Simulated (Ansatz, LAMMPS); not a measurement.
## Relaxing glassy 57SiO2-43MgO (mol %) (59 atoms)

Wanted: the relaxed structure of glassy 57SiO2-43MgO (mol %) (59 atoms) and its electronic structure.

Program: Ansatz 0.2.0. Level of theory: Kohn-Sham DFT, PBE, PAW (set soft_2), plane waves. Results are calculated unless marked as measured.

## 1. Starting point

The cell holds 59 atoms: 13 Si, 10 Mg and 36 O. Its edges and angles: a = 9.068 Å, b = 9.068 Å, c = 9.068 Å, α = 90.0°, β = 90.0°, γ = 90.0°. 59 atoms (13 Si, 10 Mg, 36 O) placed at random at 2.46 g/cm³, melted at 4000 K for 10 ps at fixed volume with the Morse and Coulomb pair potential with partial charges (Pedone, Malavasi, Menziani, Cormack and Segre, J. Phys. Chem. B 110, 11780 (2006)). Quenched from 4000 K to 300 K at 5 K/ps and fixed volume, held 10 ps at zero pressure.

What the set-up can't give: The quench rate of 5 K/ps far exceeds what a furnace or splat quench reaches, so expect more defects and frozen-in strain than in a real sample. The starting topology of bonds comes from the classical model. Only the Γ point is sampled, in a cell whose shortest periodic width is 9 Å.

## 2. Single point at the start

The forces at the start show how far the geometry lies from a minimum of this functional.

input.yaml reads:

```yaml
crystal:
  lattice:
    - [9.06817, 0.0, 0.0]
    - [0.0, 9.06817, 0.0]
    - [0.0, 0.0, 9.06817]
  atoms:
    - { symbol: Si, position: [0.27602, 0.06575, 0.22663] }
    - { symbol: Si, position: [0.22274, 0.59355, 0.16217] }
    - { symbol: Si, position: [0.83644, 0.67791, 0.32574] }
    - { symbol: Si, position: [0.00728, 0.54166, 0.61118] }
    [... 49 atom lines left out ...]
    - { symbol: O, position: [0.92519, 0.62687, 0.48218] }
    - { symbol: O, position: [0.66589, 0.29468, 0.7854] }
    - { symbol: O, position: [0.71116, 0.89094, 0.02524] }
    - { symbol: O, position: [0.84505, 0.08281, 0.51705] }
    - { symbol: O, position: [0.66237, 0.68398, 0.36502] }
    - { symbol: O, position: [0.22271, 0.04738, 0.40326] }
kpoints:
  mp_grid: { grid: [1, 1, 1] }
hamiltonian:
  xc: pbe
scf:
  occupations: { method: fermi_dirac, width: 0.025 }
output:
  forces: true
  stress: true
  populations: true
  dos:
    method: { smearing: { sigma: 0.1 } }
    de: 0.1
    projected: { site_lists: { Mg: [Mg], O: [O], Si: [Si] } }
  eigenvalues: true
```

On the command line:

```bash
$ ansatz run input.yaml --threads 4 --pin off --max-ram 8192MiB --backend cpu --events-out ev --progress --plain --runs-dir out
```

Wall time 3.3 s (4 threads of Intel Xeon 6975P-C (Granite Rapids), shared host); peak memory 0.92 GiB; 11 s of CPU time.

Read from the output:

```yaml
free_energy: -47994.5903 eV
free_energy_per_atom: -813.4676 eV/atom
scf_cycles: 9
pressure: 5.353 GPa
r_m_s_force_component: 1.45 eV/Å
longest_force: 5.881 eV/Å
fermi_energy: 5.945 eV
spacing_of_highest_filled_and_lowest_empty_level: 3.698 eV
spilling_of_the_projection: 0.01109
```

The r.m.s. force component of 1.4 eV/Å and the pressure of 5.4 GPa set the starting point.

Neighbours are counted within 2.08 Å (O-Si), 2.52 Å (O-Mg).

Length of the force by element and coordination:

```tsv
element	coordination	atoms	mean length of the force (eV/Å)	spread	least	most
Mg	all	10	1.02	0.543	0.212	1.95
Mg	4	3	1.35	0.489	0.748	1.95
Mg	5	7	0.880	0.503	0.212	1.89
O	all	36	2.20	1.18	0.435	5.88
O	2	13	2.09	0.976	0.435	4.05
O	3	19	2.44	1.34	0.795	5.88
O	4	4	1.45	0.290	1.05	1.75
Si	all	13	3.04	0.998	1.000	4.73
```

## 3. Relaxation

With the cell held, the atoms are moved downhill towards a nearby minimum.

input.yaml, the sections that differ from step 2:

```yaml
output:
  forces: true
relax:
  f_tol: 0.03
  max_steps: 200
# crystal, kpoints, hamiltonian, scf: as in step 2
```

Run time: 11 s. Hardware: 4 threads; peak memory 0.89 GiB; 39 s of CPU time.

Relaxation path:

```tsv
step	energy less that of the first step (eV)	largest force component (eV/Å)
1	0.0000	4.8437
2	-2.9917	2.4582
3	-4.5809	0.7431
4	-4.8382	0.2828
5	-4.8992	0.0748
6	-4.9038	0.0232
```

The atoms that moved most (Å):

```tsv
atom	dx	dy	dz	length
O56	0.140	0.384	-0.098	0.420
Mg23	-0.043	0.330	-0.183	0.380
O59	0.246	-0.282	-0.022	0.375
O49	0.158	-0.027	-0.313	0.352
O48	-0.252	-0.105	-0.220	0.351
O30	-0.234	0.153	-0.019	0.280
O51	0.127	0.231	-0.083	0.276
O29	-0.011	-0.068	-0.264	0.272
```

The relaxation changed the energy by -83.1 meV/atom, and atoms moved by 0.19 Å r.m.s., 0.42 Å at most.

## 4. Local order after relaxation

Bonds before and after, by the cutoffs listed below:

```tsv
pair	bonds before	bonds after	mean before (Å)	mean after (Å)	spread before (Å)	spread after (Å)
O-Si	52	52	1.614	1.643	0.055	0.031
O-Mg	47	49	2.122	2.093	0.128	0.112
```

Density 2.64 g/cm³, 12.64 Å³ an atom.

g(r), total and by pair (bins of 0.2 Å):

```tsv
r (Å)	total	O-O	O-Si	O-Mg	Si-Si	Si-Mg	Mg-Mg
1.50	0.34	0.00	1.28	0.00	0.00	0.00	0.00
1.70	2.95	0.00	10.98	0.00	0.00	0.00	0.00
1.90	0.57	0.00	0.00	2.76	0.00	0.00	0.00
2.10	1.16	0.00	0.00	5.60	0.00	0.00	0.00
2.30	0.16	0.00	0.00	0.79	0.00	0.00	0.00
2.50	0.53	1.28	0.10	0.13	0.00	0.00	0.00
2.70	1.68	4.01	0.09	0.22	0.00	1.54	0.00
2.90	0.81	1.25	0.07	0.30	1.21	1.36	3.54
3.10	0.89	1.05	0.00	0.43	2.92	2.84	1.85
3.30	0.95	0.93	0.82	0.39	1.95	1.49	3.29
3.50	1.00	0.67	1.02	1.06	0.00	2.83	1.45
3.70	0.74	0.57	1.28	0.66	0.26	0.35	0.45
3.90	1.20	0.69	2.02	1.73	0.23	0.45	0.00
4.10	1.17	0.85	1.99	1.33	0.20	0.28	0.70
4.30	1.16	0.87	1.28	1.28	3.04	0.72	0.64
```

Bonds by pair of elements; cutoffs follow the first minimum of g(r), held within bounds set by covalent radii, and pairs that aren't listed don't count as bonded:

```tsv
pair A-B	cutoff (Å)	bonds	mean length (Å)	spread (Å)	shortest (Å)	B about A	A about B
O-Si	2.08	52	1.64	0.031	1.59	1.44	4
O-Mg	2.58	49	2.09	0.112	1.92	1.36	4.9
```

How many atoms have how many bonded neighbours:

```tsv
element	mean	2	3	4	5
Mg	4.9	0	0	1	9
O	2.81	12	19	5	0
Si	4	0	0	13	0
```

Bond angles, per cent of each kind in bins of 5°:

```tsv
angle (°)	O-Mg-O	O-Si-O	Mg-O-Si	Mg-O-Mg	Si-O-Si
65–70	2.1	0.0	0.0	0.0	0.0
70–75	9.4	0.0	0.0	0.0	0.0
75–80	7.3	0.0	0.0	0.0	0.0
80–85	9.4	0.0	3.7	6.9	0.0
85–90	4.2	0.0	5.6	17.2	0.0
90–95	12.5	1.3	11.1	20.7	0.0
95–100	6.2	6.4	7.4	10.3	0.0
100–105	10.4	17.9	1.8	13.8	0.0
105–110	4.2	25.6	13.0	10.3	0.0
110–115	4.2	35.9	11.1	0.0	0.0
115–120	5.2	9.0	1.8	10.3	0.0
120–125	2.1	1.3	7.4	0.0	6.2
125–130	3.1	2.6	5.6	3.5	12.5
130–135	1.0	0.0	5.6	0.0	12.5
135–140	2.1	0.0	1.8	0.0	12.5
140–145	6.2	0.0	9.3	0.0	6.2
145–150	1.0	0.0	5.6	3.5	12.5
150–155	2.1	0.0	5.6	0.0	6.2
155–160	2.1	0.0	3.7	0.0	12.5
160–165	2.1	0.0	0.0	0.0	0.0
165–170	2.1	0.0	0.0	0.0	6.2
170–175	1.0	0.0	0.0	3.5	12.5
```

Bond angles (no mean is given where the spread exceeds 20°):

```tsv
angle	count	mean (°)	spread (°)
O-Mg-O	96	-	-
O-Si-O	78	109	6.4
Mg-O-Si	54	-	-
Mg-O-Mg	29	103	19.2
Si-O-Si	16	146	16.5
```

Oxygen atoms by the number of network formers (Si, P, Ge, B, Al, As, Ga) bound to them:

```tsv
network formers bound to O	O atoms	per cent
0	0	0
1	20	55.6
2	16	44.4
```

Network units: each former by its oxygen neighbours and how many of them bridge to another former:

```tsv
former	O neighbours	bridging O	atoms
Si	4	0	1
Si	4	1	2
Si	4	2	2
Si	4	3	6
Si	4	4	2
```

Bond length by coordination (bonds to H left out):

```tsv
element	coordination	atoms	mean bond length (Å)
Mg	4	1	2.05
Mg	5	9	2.10
O	2	12	1.65
O	3	19	1.90
O	4	5	2.02
```

Rings of the network by King's shortest-path rule, up to 12 atoms, one path for each pair of neighbours; H, halogens, alkali and alkaline-earth atoms are left out, and the last column divides by all other atoms, bonded or not:

```tsv
ring size (atoms)	rings	per network atom
8	1	0.02
12	1	0.02
```

For some of the pairs, g(r) has its first main peak near 2.7 Å (O-O), 1.6 Å (O-Si), 2.1 Å (O-Mg) and 3.1 Å (Si-Si). With the cutoffs above, 90 % of Mg atoms have 5, 53 % of O atoms have 3 and all Si atoms have 4 bonded neighbours. 44 % of the oxygens bridge two formers (Si) and 56 % are non-bridging. The commonest Si unit has 4 oxygens, 3 of them shared with other formers (6 of 13 atoms). Rings of 8 and 12 atoms are the most common (50 % each of those counted); sizes run from 8 to 12, where the search stops.

## 5. Single point at the relaxed geometry

One more single point at the end of the walk gives the fuller output and checks the residual forces.

input.yaml reads:

```yaml
crystal:
  lattice:
    - [9.06817, 0.0, 0.0]
    - [0.0, 9.06817, 0.0]
    - [0.0, 0.0, 9.06817]
  atoms:
    - { symbol: Si, position: [0.28646, 0.05355, 0.22545] }
    - { symbol: Si, position: [0.23606, 0.5949, 0.16849] }
    - { symbol: Si, position: [0.84041, 0.68017, 0.32866] }
    - { symbol: Si, position: [0.00948, 0.54379, 0.61724] }
    [... 49 atom lines left out ...]
    - { symbol: O, position: [0.93909, 0.63996, 0.48073] }
    - { symbol: O, position: [0.65372, 0.30065, 0.766] }
    - { symbol: O, position: [0.72655, 0.93325, 0.01446] }
    - { symbol: O, position: [0.82604, 0.06838, 0.52464] }
    - { symbol: O, position: [0.66476, 0.68559, 0.36845] }
    - { symbol: O, position: [0.24987, 0.01633, 0.40086] }
kpoints:
  mp_grid: { grid: [1, 1, 1] }
hamiltonian:
  xc: pbe
scf:
  occupations: { method: fermi_dirac, width: 0.025 }
output:
  forces: true
  stress: true
  populations: true
  dos:
    method: { smearing: { sigma: 0.15 } }
    de: 0.1
    projected: { site_lists: { Mg: [Mg], O: [O], Si: [Si] } }
  eigenvalues: true
  write_density: true
  write_potential: true
  volumetric_format: npy
  elf: true
```

The job ended after 3.8 s (4 threads; peak memory 0.91 GiB; 13 s of CPU time).

The run gave:

```yaml
free_energy: -47999.4941 eV
free_energy_per_atom: -813.5507 eV/atom
scf_cycles: 8
pressure: -0.01223 GPa
r_m_s_force_component: 0.00637 eV/Å
longest_force: 0.02519 eV/Å
fermi_energy: 5.982 eV
spacing_of_highest_filled_and_lowest_empty_level: 3.797 eV
spilling_of_the_projection: 0.01089
```

Löwdin charges by element and coordination (they lack the spilled electrons, 0.068 e an atom on average):

```tsv
element	coordination	atoms	mean charge (e)	spread	least	most
Mg	all	10	1.63	0.0115	1.62	1.65
Mg	4	1	1.65	0	1.65	1.65
Mg	5	9	1.63	0.0102	1.62	1.65
O	all	36	-0.946	0.124	-1.11	-0.783
O	2	12	-0.809	0.0414	-0.941	-0.783
O	3	19	-0.995	0.0912	-1.10	-0.821
O	4	5	-1.09	0.0183	-1.11	-1.07
Si	all	13	1.67	0.0645	1.54	1.77
```

States in the cell by windows of 1 eV, zero at the Fermi level; the larger projections on atomic orbitals stand beside the total:

```tsv
from (eV)	to (eV)	total	O p	Si p
-14	-12	0.0	0.0	0.0
-12	-11	3.2	2.1	0.2
-11	-10	7.3	4.9	0.5
-10	-9	7.3	5.1	0.9
-9	-8	11.3	8.5	1.8
-8	-7	14.2	10.9	1.6
-7	-6	26.2	20.9	2.6
-6	-5	36.1	31.2	2.4
-5	-4	39.4	36.7	1.1
-4	-3	43.4	41.5	0.7
-3	-2	25.1	24.2	0.3
-2	-1	2.5	2.4	0.0
-1	1	0.0	0.0	0.0
1	2	1.8	0.0	0.0
2	3	0.2	0.0	0.0
3	4	2.3	0.3	0.3
4	5	10.6	1.2	2.1
```

Between -26 and -14 eV lie 72 more states.

The stored curve holds about 288 of the 368 electrons; the rest, give or take the few that broadening carries across the Fermi level, lie in deeper levels below its range.

The levels nearest the highest filled one (over half full), pooled over k-points and spins:

```tsv
level less the highest filled one (eV)	occupation
-0.530	2
-0.418	2
-0.368	2
-0.276	2
-0.0759	2
0	2
3.80	0
5.77	0
6.02	0
6.17	0
6.34	0
6.40	0
```

Mean Löwdin charges: Mg +1.63, O -0.95, Si +1.67 e (they miss 1.1 % of the electrons, so they add up to more than the cell's charge).

## 6. Results

* energy change in the relaxation: -83.12 meV/atom
* r.m.s. displacement: 0.192 Å
* largest displacement: 0.42 Å
* free energy per atom: -813.5507 eV/atom
* pressure: -0.01223 GPa
* r.m.s. force component: 0.00637 eV/Å
* gap (highest filled to lowest empty level): 3.797 eV
* wall time of the 4 DFT runs, those left out included: 22 s

What this shows: Relaxation lowers the energy by 83.1 meV/atom and moves atoms by 0.19 Å r.m.s.; the r.m.s. force component goes from 1.4 to 0.0064 eV/Å, the pressure goes from 5.4 to -0.012 GPa, and the gap from 3.70 to 3.80 eV. By the final cutoffs 0 of 99 bonded pairs parted and 2 joined. From the first step to the last the energy fell by 4.904 eV, and the largest move was 0.42 Å (O56). The O-Mg bonds go from 2.122 Å (spread 0.128) to 2.093 Å (spread 0.112), and their number from 47 to 49. With the cutoffs above, 90 % of Mg atoms have 5, 53 % of O atoms have 3 and all Si atoms have 4 bonded neighbours. 44 % of the oxygens bridge two formers (Si) and 56 % are non-bridging. Filled and empty levels are parted by 3.80 eV (at Γ alone); a semilocal functional tends to put such gaps too low. In a disordered cell it changes from sample to sample, and tail or defect levels can set it.

Caveats: The starting topology of bonds comes from the classical model; in DFT 0 of its 99 bonded pairs passed out of the cutoffs and 2 came within them. The stress is far from hydrostatic: its diagonal is 1.7, 0.6, -2.4 GPa, compression counted positive.

[Logs are printed without paths, hosts, clocks, repeated set-up lines and the standing remarks that a program may print on its own settings, such as how far it seeks lower states.]

[Hosts, paths, dates, database ids (printed as entryN), source tags and the programs' standing remarks are cut or masked in the printed files.]
